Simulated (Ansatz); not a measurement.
Space group Fm-3m (No. 225). a = 3.796 Å, b = 3.796 Å, c = 3.796 Å, α = 90.00°, β = 90.00°, γ = 90.00°
```
atom  site  symmetry       x       y       z
  Rh    4a      m-3m  0.0000  0.0000  0.0000
```

What reflectivity and colour does Ansatz, PBE, independent particles, without spin-orbit coupling, line width 0.1 eV (Gaussian), carrier damping 0.05 eV give for this metal?

Reflectivity along the first axis:

```csv
E (eV),R (%)
1.00,88.4
1.25,84.9
1.50,83.7
1.75,83.6
2.00,84.6
2.25,82.0
2.50,79.4
2.75,76.3
3.00,74.4
3.25,77.7
3.50,84.0
3.75,85.1
4.00,83.6
4.25,80.6
4.50,76.3
4.75,71.5
5.00,73.0
```

The colour is near white: CIE x = 0.321, y = 0.337, luminous reflectivity 82 % under D65, from the mean over the axes. The mesh is 16×16×16, and the carriers' damping is typed.

[Logs are printed without paths, hosts, clocks, repeated set-up lines and the standing remarks that a program may print on its own settings, such as how far it seeks lower states.]
